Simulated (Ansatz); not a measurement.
**La on Pd(111): change of the work function**

Aim: the work function of Pd(111) at several coverages of La (fcc site), and the dipole that each adsorbate carries.

Calculated with Ansatz 0.2.0; plane-wave DFT, PBE, Ansatz PAW.

### 1. The structure

The cell holds 4 atoms: 4 Pd. Cell: a = 2.751 Å, b = 2.751 Å, c = 24.738 Å, α = 90.0°, β = 90.0°, γ = 60.0°. Vacuum lies along c.

### 2. The clean slab

The bare slab comes first, as the zero from which every change is counted. The two lowest layers are held at bulk places and the upper ones relax. The dipole correction removes the false field that a one-sided slab makes across the periodic vacuum, so each face gets a flat vacuum level of its own.

input.yaml

```yaml
crystal:
  lattice:
    - [2.7506453788, 0.0, 0.0]
    - [1.3753226894, 2.3821287749, 0.0]
    - [0.0, 0.0, 24.7376776414]
  atoms:
    - { symbol: Pd, position: [0.0, 0.0, 0.3638174986] }
    - { symbol: Pd, position: [0.3333333333, 0.3333333333, 0.4546058329] }
    - { symbol: Pd, position: [0.6666666667, 0.6666666667, 0.5453941671] }
    - { symbol: Pd, position: [0.0, 0.0, 0.6361825014] }
kpoints:
  mp_grid: { grid: [12, 12, 1] }
hamiltonian:
  xc: pbe
scf:
  occupations: { method: fermi_dirac, width: 0.1 }
  convergence: { dr2_threshold: 1.0e-08 }
efield:
  axis: 3
  dipole_correction: true
  ramp_position: 0.97
  ramp_width: 0.06
relax:
  f_tol: 0.02
  max_steps: 60
  constraints: [{ sites: [0, 1] }]
output:
  write_potential: true
  write_density: true
  volumetric_format: npy
```

On the command line:

```console
$ ansatz run input.yaml --threads 4 --pin off --max-ram 16384MiB --backend cpu --events-out ev --progress --plain --runs-dir out
```

Standard output:

```text
Engine: ansatz 0.2.0, aarch64-unknown-linux-gnu
Pseudopotentials: kind: paw
Pseudopotential: Pd, paw, valence charge 18, recommended cutoff 420 eV (normal), Pd.paw.azcp
Functional definition: PBE
  parameter kappa = 0.804
  parameter beta = 0.066725
  exchange = pbe_x(kappa = kappa, mu = beta*pi^2/3)
  correlation = pbe_c(beta = beta)
Crystal: 4 atoms, lattice volume = 162.091 Å³
Basis set: ecut = 420 eV, 3173 PW (Γ), exchange–correlation on 40×40×360 points (8 copies of the dense FFT grid, shifted against one another)
Bands: 44, of which v1, the nominal top of the filled ones, is band 36 counted from 1 (35 counted from 0)
Symmetry: 6 space group operations
k-points: 19 of 144 (time reversal used)
Non-local potential: Pd, projectors of the file, l = 0: 2, l = 1: 2, l = 2: 2, l = 3: 1
PAW form: soft (Blöchl's): semilocal exchange-correlation on the pseudo side does not see the compensation charge
PAW one-centre angular grid: Pd, 590 points (default); XC on 64 Gauss nodes
Initial density: superposition of atomic densities (neutral atoms: chi_scale 0, normalization atom), corrected by the library's trained network
Initial wavefunctions: pseudopotential atomic-orbital guess
Functional: x = pbe(κ = 0.804, μ = 0.219515), c = pbe(β = 0.066725)
SCF iter   1: F=—  HF=-27890.455168 eV  |F-HF|=—  |Δ(HF+E_count)|=         —  Δρ=1.07e-2  dr2=1.28e0  ethr=1.77e-3  p=0.000 e·Å  D=6.33e-14 V/Å  ΔV_dip=-0.00 eV  dr2_dipole=3.98e-8  V_vac-E_F(+/−)=4.91/4.91 eV  ⟨swp⟩=8.8  Hψ=3801  notcnv=0  defer=5
efield: sawtooth ramp at fractional position 0.9700 (set: `efield.ramp_position`, or a place that a band, a saddle search or an elastic batch's reference lends), width 0.0600; the density the first Hamiltonian is built on has a dipole p = 0.000 e·Å; the dipole correction subtracts the counter field D = 6.33e-14 V/Å, which shifts the + side's vacuum level by -0.00 eV against the − side's; the planar-averaged density in the ramp window peaks in size at 1.0e-5 e/Å³
preconditioner: auto → LDOS  [metal: Δε(μ)=0.013 eV  Ē_g=7.392 eV  σ=0.100 eV  W_gap=0.03  n_scr=18 (ndim 8)  ℏωp=18.4 eV  f_vac=0.591  D(μ)=8.60/eV (n_scr^D=102)  β→1.0]
SCF iter   2: F=—  HF=-27890.433596 eV  |F-HF|=—  |Δ(HF+E_count)|=   2.16e-2  Δρ=7.31e-3  dr2=1.75e-1  ethr=1.77e-3  p=0.000 e·Å  D=1.46e-6 V/Å  ΔV_dip=-0.00 eV  dr2_dipole=8.34e-8  V_vac-E_F(+/−)=5.24/5.24 eV  ⟨swp⟩=2.3  Hψ=1056  notcnv=0  defer=19
SCF iter   3: F=—  HF=-27890.425873 eV  |F-HF|=—  |Δ(HF+E_count)|=   7.72e-3  Δρ=2.98e-3  dr2=1.13e-1  ethr=2.44e-4  p=-0.000 e·Å  D=-3.12e-6 V/Å  ΔV_dip=0.00 eV  dr2_dipole=6.87e-8  V_vac-E_F(+/−)=5.17/5.17 eV  ⟨swp⟩=2.2  Hψ=1106  notcnv=0  defer=23
SCF iter   4: F=—  HF=-27890.422750 eV  |F-HF|=—  |Δ(HF+E_count)|=   3.12e-3  Δρ=6.69e-4  dr2=1.33e-3  ethr=1.57e-4  p=-0.000 e·Å  D=-9.11e-6 V/Å  ΔV_dip=0.00 eV  dr2_dipole=1.17e-8  V_vac-E_F(+/−)=5.25/5.25 eV  ⟨swp⟩=1.6  Hψ=832  notcnv=0  defer=23
SCF iter   5: F=—  HF=-27890.423193 eV  |F-HF|=—  |Δ(HF+E_count)|=   4.43e-4  Δρ=1.74e-4  dr2=5.12e-5  ethr=1.85e-6  p=-0.000 e·Å  D=-1.21e-6 V/Å  ΔV_dip=0.00 eV  dr2_dipole=2.43e-10  V_vac-E_F(+/−)=5.25/5.25 eV  ⟨swp⟩=2.1  Hψ=1258  notcnv=0  defer=23
SCF iter   6: F=—  HF=-27890.423233 eV  |F-HF|=—  |Δ(HF+E_count)|=   3.95e-5  Δρ=4.92e-5  dr2=8.06e-6  ethr=7.11e-8  p=-0.000 e·Å  D=-9.74e-7 V/Å  ΔV_dip=0.00 eV  dr2_dipole=6.60e-11  V_vac-E_F(+/−)=5.24/5.24 eV  ⟨swp⟩=2.5  Hψ=1397  notcnv=0  defer=23
SCF iter   7: F=—  HF=-27890.423234 eV  |F-HF|=—  |Δ(HF+E_count)|=   1.15e-6  Δρ=1.81e-5  dr2=4.03e-7  ethr=1.12e-8  p=-0.000 e·Å  D=-6.48e-7 V/Å  ΔV_dip=0.00 eV  dr2_dipole=1.00e-11  V_vac-E_F(+/−)=5.24/5.24 eV  ⟨swp⟩=3.2  Hψ=1510  notcnv=0  defer=20
SCF iter   8: F=—  HF=-27890.423235 eV  |F-HF|=—  |Δ(HF+E_count)|=   1.67e-6  Δρ=6.07e-6  dr2=5.44e-8  ethr=5.59e-10  p=-0.000 e·Å  D=-2.98e-7 V/Å  ΔV_dip=0.00 eV  dr2_dipole=2.98e-13  V_vac-E_F(+/−)=5.24/5.24 eV  ⟨swp⟩=2.6  Hψ=1458  notcnv=0  defer=20
SCF iter   9: F=-27890.423236 eV  HF=-27890.423236 eV  |F-HF|=1.10e-8  |Δ(HF+E_count)|=   2.61e-7  Δρ=1.39e-6  dr2=5.24e-9  ethr=1.39e-11  p=-0.000 e·Å  D=-1.17e-7 V/Å  ΔV_dip=0.00 eV  dr2_dipole=1.01e-13  V_vac-E_F(+/−)=5.24/5.24 eV  ⟨swp⟩=9.9  Hψ=5869  notcnv=0
SCF 1 converged in 9 iterations: F = -27890.423236 eV  dr2 = 5.24e-9
  greatest PAW one-centre occupation: 0.999 electrons in one spin orbital (limit 2), on the Pd atom at site 3 (counted from 0), in its partial waves of l = 0
relax step   1: F+E_penalty+E_count = -27890.42323570 eV  Δ(F+E_penalty+E_count) = +0.000e0 eV  max|allowed force component| = 3.166e-1 eV/Å  Δτ_max = 0.0000 Å  (9 SCF iters, accepted)
Initial density: handed on by an earlier stage of this run
Initial wavefunctions: those handed on with the density
iter 1 solved again at ethr=2.12e-4 eV; its pass at ethr=3.10e-3 eV (dr2=1.53e-1 eV) is discarded
SCF iter   1: F=—  HF=-27890.473008 eV  |F-HF|=—  |Δ(HF+E_count)|=         —  Δρ=1.03e-2  dr2=1.69e-1  ethr=2.12e-4  p=-0.000 e·Å  D=-1.13e-6 V/Å  ΔV_dip=0.00 eV  dr2_dipole=2.24e-3  V_vac-E_F(+/−)=5.27/5.27 eV  ⟨swp⟩=1.9  Hψ=3276  notcnv=0  defer=23
efield: sawtooth ramp at fractional position 0.9700 (set: `efield.ramp_position`, or a place that a band, a saddle search or an elastic batch's reference lends), width 0.0600; the density the first Hamiltonian is built on has a dipole p = -0.000 e·Å; the dipole correction subtracts the counter field D = -1.13e-6 V/Å, which shifts the + side's vacuum level by +0.00 eV against the − side's; the planar-averaged density in the ramp window peaks in size at 5.9e-6 e/Å³
preconditioner: auto → LDOS  [metal: Δε(μ)=0.027 eV  Ē_g=7.480 eV  σ=0.100 eV  W_gap=0.07  n_scr=18 (ndim 8)  ℏωp=18.4 eV  f_vac=0.586  D(μ)=8.63/eV (n_scr^D=102)  β→1.0]
SCF iter   2: F=—  HF=-27890.485252 eV  |F-HF|=—  |Δ(HF+E_count)|=   1.22e-2  Δρ=8.04e-3  dr2=2.31e-1  ethr=2.12e-4  p=0.009 e·Å  D=1.02e-2 V/Å  ΔV_dip=-0.25 eV  dr2_dipole=2.06e-2  V_vac-E_F(+/−)=5.00/5.25 eV  ⟨swp⟩=3.1  Hψ=1628  notcnv=0  defer=23
SCF iter   3: F=—  HF=-27890.436922 eV  |F-HF|=—  |Δ(HF+E_count)|=   4.83e-2  Δρ=1.43e-3  dr2=7.38e-3  ethr=2.12e-4  p=-0.000 e·Å  D=-2.15e-5 V/Å  ΔV_dip=0.00 eV  dr2_dipole=1.42e-3  V_vac-E_F(+/−)=5.26/5.25 eV  ⟨swp⟩=2.2  Hψ=1432  notcnv=0  defer=23
SCF iter   4: F=—  HF=-27890.436362 eV  |F-HF|=—  |Δ(HF+E_count)|=   5.60e-4  Δρ=7.26e-4  dr2=1.35e-3  ethr=1.03e-5  p=-0.000 e·Å  D=-2.56e-4 V/Å  ΔV_dip=0.01 eV  dr2_dipole=1.69e-4  V_vac-E_F(+/−)=5.26/5.25 eV  ⟨swp⟩=2.6  Hψ=1517  notcnv=0  defer=23
[...]
SCF iter   9: F=—  HF=-27890.436094 eV  |F-HF|=—  |Δ(HF+E_count)|=   1.66e-6  Δρ=6.83e-6  dr2=2.04e-7  ethr=3.69e-9  p=-0.001 e·Å  D=-1.18e-3 V/Å  ΔV_dip=0.03 eV  dr2_dipole=1.91e-9  V_vac-E_F(+/−)=5.28/5.25 eV  ⟨swp⟩=1.6  Hψ=936  notcnv=0  defer=23
SCF iter  10: F=—  HF=-27890.436094 eV  |F-HF|=—  |Δ(HF+E_count)|=   1.41e-7  Δρ=2.36e-6  dr2=2.45e-8  ethr=2.83e-10  p=-0.001 e·Å  D=-1.18e-3 V/Å  ΔV_dip=0.03 eV  dr2_dipole=5.00e-10  V_vac-E_F(+/−)=5.28/5.25 eV  ⟨swp⟩=1.9  Hψ=1008  notcnv=0  defer=23
SCF iter  11: F=-27890.436094 eV  HF=-27890.436094 eV  |F-HF|=3.60e-9  |Δ(HF+E_count)|=   2.10e-8  Δρ=9.21e-7  dr2=4.42e-9  ethr=1.39e-11  p=-0.001 e·Å  D=-1.17e-3 V/Å  ΔV_dip=0.03 eV  dr2_dipole=6.45e-12  V_vac-E_F(+/−)=5.28/5.25 eV  ⟨swp⟩=9.1  Hψ=5455  notcnv=0
SCF 2 converged in 11 iterations: F = -27890.436094 eV  dr2 = 4.42e-9
  greatest PAW one-centre occupation: 0.999 electrons in one spin orbital (limit 2), on the Pd atom at site 0 (counted from 0), in its partial waves of l = 0
relax step   2: F+E_penalty+E_count = -27890.43609399 eV  Δ(F+E_penalty+E_count) = -1.286e-2 eV  max|allowed force component| = 1.195e-1 eV/Å  Δτ_max = 0.1491 Å  (11 SCF iters, accepted)
SCF iter   1: F=—  HF=-27890.441862 eV  |F-HF|=—  |Δ(HF+E_count)|=         —  Δρ=3.46e-3  dr2=5.32e-2  ethr=1.86e-4  p=-0.001 e·Å  D=-1.17e-3 V/Å  ΔV_dip=0.03 eV  dr2_dipole=1.25e-2  V_vac-E_F(+/−)=5.27/5.24 eV  ⟨swp⟩=3.7  Hψ=1882  notcnv=0  defer=23
efield: sawtooth ramp at fractional position 0.9700 (set: `efield.ramp_position`, or a place that a band, a saddle search or an elastic batch's reference lends), width 0.0600; the density the first Hamiltonian is built on has a dipole p = -0.001 e·Å; the dipole correction subtracts the counter field D = -1.17e-3 V/Å, which shifts the + side's vacuum level by +0.03 eV against the − side's; the planar-averaged density in the ramp window peaks in size at 4.1e-6 e/Å³
preconditioner: auto → LDOS  [metal: Δε(μ)=0.005 eV  Ē_g=7.445 eV  σ=0.100 eV  W_gap=0.01  n_scr=18 (ndim 8)  ℏωp=18.4 eV  f_vac=0.586  D(μ)=8.75/eV (n_scr^D=102)  β→1.0]
SCF iter   2: F=—  HF=-27890.442574 eV  |F-HF|=—  |Δ(HF+E_count)|=   7.12e-4  Δρ=2.46e-3  dr2=2.49e-2  ethr=7.39e-5  p=-0.004 e·Å  D=-4.16e-3 V/Å  ΔV_dip=0.10 eV  dr2_dipole=3.71e-3  V_vac-E_F(+/−)=5.35/5.25 eV  ⟨swp⟩=2.0  Hψ=1476  notcnv=0  defer=23
SCF iter   3: F=—  HF=-27890.438246 eV  |F-HF|=—  |Δ(HF+E_count)|=   4.33e-3  Δρ=5.40e-4  dr2=2.62e-3  ethr=3.45e-5  p=-0.001 e·Å  D=-7.90e-4 V/Å  ΔV_dip=0.02 eV  dr2_dipole=6.99e-4  V_vac-E_F(+/−)=5.27/5.25 eV  ⟨swp⟩=2.0  Hψ=1237  notcnv=0  defer=23
SCF iter   4: F=—  HF=-27890.438154 eV  |F-HF|=—  |Δ(HF+E_count)|=   9.19e-5  Δρ=2.67e-4  dr2=2.39e-4  ethr=3.64e-6  p=-0.001 e·Å  D=-8.37e-4 V/Å  ΔV_dip=0.02 eV  dr2_dipole=2.30e-5  V_vac-E_F(+/−)=5.27/5.25 eV  ⟨swp⟩=2.1  Hψ=1201  notcnv=0  defer=23
SCF iter   5: F=—  HF=-27890.438115 eV  |F-HF|=—  |Δ(HF+E_count)|=   3.93e-5  Δρ=6.91e-5  dr2=2.80e-5  ethr=3.32e-7  p=-0.001 e·Å  D=-7.61e-4 V/Å  ΔV_dip=0.02 eV  dr2_dipole=4.25e-6  V_vac-E_F(+/−)=5.27/5.25 eV  ⟨swp⟩=2.0  Hψ=1164  notcnv=0  defer=23
SCF iter   6: F=—  HF=-27890.438114 eV  |F-HF|=—  |Δ(HF+E_count)|=   9.50e-7  Δρ=3.89e-5  dr2=5.54e-6  ethr=3.89e-8  p=-0.001 e·Å  D=-7.43e-4 V/Å  ΔV_dip=0.02 eV  dr2_dipole=8.65e-8  V_vac-E_F(+/−)=5.27/5.25 eV  ⟨swp⟩=2.1  Hψ=1071  notcnv=0  defer=23
SCF iter   7: F=—  HF=-27890.438111 eV  |F-HF|=—  |Δ(HF+E_count)|=   3.36e-6  Δρ=2.05e-5  dr2=2.14e-6  ethr=7.70e-9  p=-0.001 e·Å  D=-7.64e-4 V/Å  ΔV_dip=0.02 eV  dr2_dipole=1.72e-12  V_vac-E_F(+/−)=5.27/5.25 eV  ⟨swp⟩=1.5  Hψ=905  notcnv=0  defer=23
SCF iter   8: F=—  HF=-27890.438111 eV  |F-HF|=—  |Δ(HF+E_count)|=   1.22e-7  Δρ=8.82e-6  dr2=3.83e-7  ethr=2.97e-9  p=-0.001 e·Å  D=-7.82e-4 V/Å  ΔV_dip=0.02 eV  dr2_dipole=8.94e-11  V_vac-E_F(+/−)=5.27/5.25 eV  ⟨swp⟩=1.6  Hψ=876  notcnv=0  defer=23
SCF iter   9: F=—  HF=-27890.438111 eV  |F-HF|=—  |Δ(HF+E_count)|=   1.20e-7  Δρ=2.88e-6  dr2=3.25e-8  ethr=5.32e-10  p=-0.001 e·Å  D=-7.82e-4 V/Å  ΔV_dip=0.02 eV  dr2_dipole=1.32e-10  V_vac-E_F(+/−)=5.27/5.25 eV  ⟨swp⟩=1.4  Hψ=891  notcnv=0  defer=23
SCF iter  10: F=-27890.438111 eV  HF=-27890.438111 eV  |F-HF|=9.09e-9  |Δ(HF+E_count)|=   6.31e-8  Δρ=1.12e-6  dr2=4.80e-9  ethr=1.39e-11  p=-0.001 e·Å  D=-7.77e-4 V/Å  ΔV_dip=0.02 eV  dr2_dipole=2.32e-11  V_vac-E_F(+/−)=5.27/5.25 eV  ⟨swp⟩=9.2  Hψ=5451  notcnv=0
SCF 3 converged in 10 iterations: F = -27890.438111 eV  dr2 = 4.80e-9
relax step   3: F+E_penalty+E_count = -27890.43811104 eV  Δ(F+E_penalty+E_count) = -2.017e-3 eV  max|allowed force component| = 1.002e-2 eV/Å  Δτ_max = 0.0431 Å  (10 SCF iters, accepted)
NSCF: frozen V_eff on 19 k-points
the band table was solved once a step of the walk had ended and its energy, with any forces and stress, was formed, with the checks that follow a solve (4651 applications of the Hamiltonian). They found nothing against the state; the energy, forces and stress were not computed again (output.eigenvalues in the input reference)
WARN: The input density's exchange-correlation potential varies sharply where the density is thin. Do not read a vacuum level from v_tot or v_xc, or from such a field of the output density. On a cell that repeats whose density bears no net charge and no dipole along the vacuum's axis use v_es (v_loc + v_h of the components); under efield.dipole_correction with no amplitude use v_es + v_field, which holds any external [...]
SCF converged after 10 iterations
Free energy (F): -27890.438111 eV
Harris-Foulkes:  -27890.438111 eV  (|F-HF|=9.09e-9)
Internal energy: -27890.160758 eV  (E = F + TS)
E sigma→0 (E₀):  -27890.299434 eV
Entropy (-TS):   -0.277353 eV (-69.338 meV/atom)
Fermi energy:    3.865219 eV
Dipole field:    D = -0.000784 V/Å  (p = -0.000703 e·Å, saw-weighted, corrected)
Work function:   Φ+ = 5.2682 eV   Φ− = 5.2488 eV
Levels:          The Fermi level and band energies are counted from a zero that moves with the ramp; work functions are not
--- Per-component energies (eV) ---
  E_band       = -1676.700701
  E_kinetic    = 2053.458324
  E_local      = -127765.328557  (includes V_loc(G=0)·N_el)
  E_nonlocal   = 869.748791
  E_hartree    = 62664.014762
  E_xc         = -672.789627
  E_vxc        = -843.766960  (∫ρ·V_xc dr)
  E_paw        = -15001.631602  (= ΣΔE_a)
  E_vpaw       = -1318.850886  (= ΣTr[D̂ρ^β])
  E_aug_tail   = 0.000881  (compensation charges beyond the density's cutoff)
  E_efield     = 0.000000  (sawtooth field / dipole correction)
  E_vefield    = 0.002175  (∫n·V_field dr)
  E_ewald      = 49962.366270
  E_smearing   = -0.277353  (= −TS)
  E_closure    = -0.000000  (closes the sum)
  Σ components = -27890.438111   (vs F -27890.438111, Δ=0.00e0)
--- Forces (eV/Å), atoms counted from 1 ---
  atom   1  Pd     0.00000000    -0.00000000    -0.31322260
  atom   2  Pd    -0.00000000    -0.00000000     0.30972277
  atom   3  Pd     0.00000000     0.00000000    -0.00649868
  atom   4  Pd     0.00000000     0.00000000     0.01001665
  max |Σ_I F_I| component: 1.81e-5 eV/Å
--- Band table (eV; the first three rows and the last of 19) ---
  k-point 0: bands = [... 32 lower, 2.6989, 2.9476, 2.9476, 3.4679, 3.4679, 3.7710, 3.7710, 4.2819, ... 4 higher]
  k-point 1: bands = [... 32 lower, 2.6192, 2.9508, 2.9602, 3.1225, 3.4642, 3.5262, 3.7785, 4.8762, ... 4 higher]
  k-point 2: bands = [... 32 lower, 2.5130, 2.5291, 2.9094, 2.9320, 3.4494, 3.7948, 4.0102, 5.8227, ... 4 higher]
  k-point 18: bands = [... 32 lower, 3.3435, 3.5770, 3.6104, 3.6222, 10.1875, 10.3728, 10.3815, 11.0947, ... 4 higher]
--- Relaxed structure (3 steps of the walk, 3 accepted, 0 SCFs on fresh bases) ---
  F+E_penalty+E_count = -27890.43811104 eV   max|allowed force component| = 1.002e-2 eV/Å
  atoms:
    - { symbol: Pd, position: [0.0, 0.0, 0.3638174986] }
    - { symbol: Pd, position: [0.333333, 0.333333, 0.454606] }
    - { symbol: Pd, position: [0.666667, 0.666667, 0.547339] }
    - { symbol: Pd, position: [0, 0, 0.640465] }
```

Wall time 11 s (4 threads of Arm Neoverse V1, shared host); peak memory 0.49 GiB; 42 s of CPU time.

In the SCF lines HF is the Harris–Foulkes energy and dr2 the Hartree energy of the density residual, in eV; the loop may stop once dr2 is under the threshold and the program's other checks hold. Hψ counts applications of the Hamiltonian.

Step by step:

```tsv
step	energy less that of the first step (eV)	largest force component (eV/Å)
1	0.0000	0.3166
2	-0.0129	0.1195
3	-0.0149	0.0100
```

Forces are held to the 6 operations that the program found; a distortion that breaks them can't arise in this run.

The atoms that moved most (Å):

```tsv
atom	dx	dy	dz	length
Pd4	0.000	0.000	0.106	0.106
Pd3	0.000	0.000	0.048	0.048
```

The relaxed structure:

```xyz
4
Lattice="2.7506 0.0000 0.0000 1.3753 2.3821 0.0000 0.0000 0.0000 24.7377" Properties=species:S:1:pos:R:3
Pd    0.0000    0.0000    9.0000
Pd    1.3753    0.7940   11.2459
Pd    2.7506    1.5881   13.5399
Pd    0.0000    0.0000   15.8436
```

This step gave:

```yaml
energy_at_zero_smearing: -27890.2994 eV
work_function_upper_face: 5.268 eV
dipole_along_the_normal: -7.03e-4 e·Å
```

Running mean over 2.246 Å of the planar mean; the ramp of the sawtooth is left out. Electron's electrostatic potential energy less the Fermi level against z:

```tsv
z (Å)	electron's electrostatic potential energy less the Fermi level (eV)
3.5	5.25
4.0	5.25
4.5	5.25
5.0	5.25
5.5	5.23
6.0	5.19
6.5	5.04
7.0	4.40
7.5	1.79
8.0	-3.11
8.5	-7.03
9.0	-8.25
9.5	-8.43
10.0	-8.48
10.5	-8.52
11.0	-8.56
11.5	-8.51
12.0	-8.24
12.5	-8.12
13.0	-8.35
13.5	-8.50
14.0	-8.28
14.5	-7.92
15.0	-7.94
15.5	-8.20
16.0	-8.01
16.5	-6.08
17.0	-1.45
17.5	2.94
18.0	4.73
18.5	5.13
19.0	5.23
19.5	5.26
20.0	5.27
20.5	5.27
21.0	5.27
21.5	5.27
```

The relaxation took 3 steps and lowered the energy by 0.015 eV; the largest force on the free atoms ends at 0.010 eV/Å.

The work function of the upper face is 5.27 eV.

[end of part 1 of 3]

[Long decimals in the printed logs are rounded to 6 places.]

[Logs are printed without paths, hosts, clocks, repeated set-up lines and the standing remarks that a program may print on its own settings, such as how far it seeks lower states.]

[Hosts, paths, dates, database ids (printed as entryN), source tags and the programs' standing remarks are cut or masked in the printed files.]

[Maps of the electrostatic potential energy from Ansatz leave out the sawtooth potential of an applied field or a dipole correction, so their vacuum need not be flat; planar profiles and work functions include it.]
